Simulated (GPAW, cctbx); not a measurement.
## What do these deviations say about the bonding?

Ti2BiAs2, I4/mmm (no. 139), a = 4.7647 Å, b = 4.7647 Å, c = 8.9922 Å, α = 90.00°, β = 90.00°, γ = 90.00°.

```csv
atom,mult.,x,y,z
Bi1,2,0,0,0
As1,4,1/2,1/2,0.1404
Ti1,4,1/2,0,1/4
```

The cell comes from substitution in a known structure type and wasn't matched to any measured phase.

Absolute values of the static structure factors of the conventional cell from DFT (PBE, GPAW) against free spherical atoms, in electrons:

| hkl | d (Å) | free atoms | crystal |
| --- | --- | --- | --- |
| 002 | 4.496 | 55.81 | 54.84 |
| 101 | 4.210 | 78.38 | 78.12 |
| 110 | 3.369 | 191.78 | 192.05 |
| 112 | 2.696 | 187.85 | 187.60 |
| 103 | 2.537 | 233.63 | 233.99 |
| 200 | 2.382 | 304.93 | 304.10 |
| 004 | 2.248 | 104.05 | 104.14 |
| 202 | 2.105 | 55.68 | 56.13 |
| 211 | 2.073 | 71.03 | 71.09 |
| 114 | 1.870 | 14.49 | 14.43 |

**Question.** Which way does charge move, and which reflections show it best?

Project each element's phase sum on the total phase. At low angle |F| should rise if density moves to atoms that scatter in phase and fall if it moves to atoms that scatter against it.

| hkl | Bi in phase | As in phase | Ti in phase | change (e) | (%) |
| --- | --- | --- | --- | --- | --- |
| 002 | +2.0 | -0.8 | -4.0 | -0.97 | -1.7 |
| 101 | +2.0 | -2.5 | 0.0 | -0.26 | -0.3 |
| 110 | +2.0 | +4.0 | -4.0 | +0.27 | +0.1 |
| 112 | +2.0 | -0.8 | +4.0 | -0.24 | -0.1 |
| 103 | +2.0 | +3.5 | 0.0 | +0.36 | +0.2 |
| 200 | +2.0 | +4.0 | +4.0 | -0.83 | -0.3 |
| 004 | +2.0 | -3.7 | +4.0 | +0.10 | +0.1 |
| 202 | +2.0 | -0.8 | -4.0 | +0.46 | +0.8 |

Low-angle reflections that set elements apart and change by more than 0.05 e: 002, 101, 110, 112, 103, 004 and 202. The real-space density gives Voronoi charges Bi +0.15, As -0.13, Ti +0.05 e. The signs that these charges predict hold for 002, 101, 110, 112 and 103 and fail for 004 and 202, so the simple rule can't give the direction here. The reflections see the density near the nuclei and the atoms' change of size and shape; Voronoi cells count what crosses the midplanes.

[Outputs are excerpts: Python notices, other lines and further rows are left out; steps that failed or that the build refused (PBEsol, TPSS) are not shown.]

[Logs are printed without paths, hosts, clocks, repeated set-up lines and the standing remarks that a program may print on its own settings, such as how far it seeks lower states.]
